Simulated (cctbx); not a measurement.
# Accept or mend?

Cell a = 12.0640 Å, b = 4.3860 Å, c = 7.6910 Å, α = 90.00°, β = 128.47°, γ = 90.00°; space group C2/m (no. 12). The compound is Nd2Cd2Sn2B.

The data are simulated with cctbx, not measured: Ag Kα, λ = 0.56087 Å, to d = 0.84 Å, 70 % of the full sphere, strongest reflection 20000 counts, noise from counting, a 6 % proportional error and a noise floor of 2 counts (s.d.); no absorption, and some extinction, which the refinements don't model.

An anisotropic refinement with weights 1/σ² prints:

```text
Rint 0.042, 319 unique reflections to 0.84 A
cycle     R1     wR2    GooF  max shift (A)
   1  0.0544  0.1736   3.345   0.00136
   2  0.0281  0.0817   1.575   0.00004
final R1 0.0282 wR2 0.0817 GooF 1.575  parameters 22  data/parameter 14.5
atom        x        y        z      Ueq    occ   su(xyz)  su(Uiso or U11)
Nd1    0.06185  0.00000  0.80199   0.0146  1.000  0.00011  0.0005
Cd1    0.32643  0.00000  0.77126   0.0108  1.000  0.00015  0.0005
Sn1    0.20097  0.50000  0.59644   0.0197  1.000  0.00015  0.0006
B1     0.00000  0.50000  0.50000   0.0343  1.000  0.00000  0.0108
difference map: max 2.02 min -1.98 rms 0.39
Q1    0.2064  0.5000  0.2832    4    2.07  0.35 A from Cd1
Q2    0.2157  0.2443  0.6764    8    1.03  1.24 A from Sn1
Q3    0.0889  0.5000  0.4497    4    1.02  1.10 A from Sn1
Q4    0.1684  0.0000  0.5540    4    1.00  1.57 A from Cd1
Q5    0.0150  0.1431  0.2049    8    0.96  1.09 A from Nd1
Q6    0.1105  0.3560  0.5788    8    0.96  1.19 A from Sn1
```

Q: Accept it or mend it, and why?

Mend it. The fault: elements exchanged: Sn1 is Cd and Cd1 is Sn. Against the right model at the same level, R1 goes from 0.0211 to 0.0282 and GooF from 1.01 to 1.57 and U of Cd1 shrinks from 0.0144 to 0.0108 Å². Sn1 has 2 electrons too many and its U swells to shed them, as expected (near an absorption edge f′ can widen the mismatch well beyond the difference in Z); Cd1 has 2 electrons too few and its U shrinks to make up, as expected (near an absorption edge f′ can widen the mismatch well beyond the difference in Z).

The compound is Nd2Cd2Sn2B. The right model at the same level gives:

```text
Rint 0.042, 319 unique reflections to 0.84 A
cycle     R1     wR2    GooF  max shift (A)
   1  0.0264  0.0663   1.279   0.00051
   2  0.0211  0.0525   1.012   0.00000
final R1 0.0211 wR2 0.0525 GooF 1.012  parameters 22  data/parameter 14.5
atom        x        y        z      Ueq    occ   su(xyz)  su(Uiso or U11)
Nd1    0.06189  0.00000  0.80190   0.0149  1.000  0.00007  0.0003
Sn1    0.32637  0.00000  0.77104   0.0144  1.000  0.00010  0.0004
Cd1    0.20102  0.50000  0.59640   0.0165  1.000  0.00010  0.0004
B1     0.00000  0.50000  0.50000   0.0264  1.000  0.00000  0.0068
difference map: max 0.92 min -1.41 rms 0.30
Q1    0.2073  0.2088  0.6763    8    0.96  1.40 A from Cd1
Q2    0.0180  0.1478  0.1961    8    0.91  1.17 A from Nd1
Q3    0.1145  0.3189  0.3741    8    0.88  1.56 A from Cd1
Q4    0.0125  0.5000  0.7798    4    0.88  2.06 A from B1
Q5    0.1567  0.0000  0.5355    4    0.86  1.69 A from Sn1
Q6    0.2143  0.0000  0.1841    4    0.82  1.32 A from Cd1
```

Isotropic U is held between 0.0001 and 1 Å² by the program, and listed peak heights are interpolated, so they can pass the grid's maximum.

The model was made for the exercise: a known structure type with other elements put in, its volume estimated, not relaxed; displacement parameters are assumed.

[Middle refinement cycles are left out of these outputs.]

[Logs are printed without paths, hosts, clocks, repeated set-up lines and the standing remarks that a program may print on its own settings, such as how far it seeks lower states.]
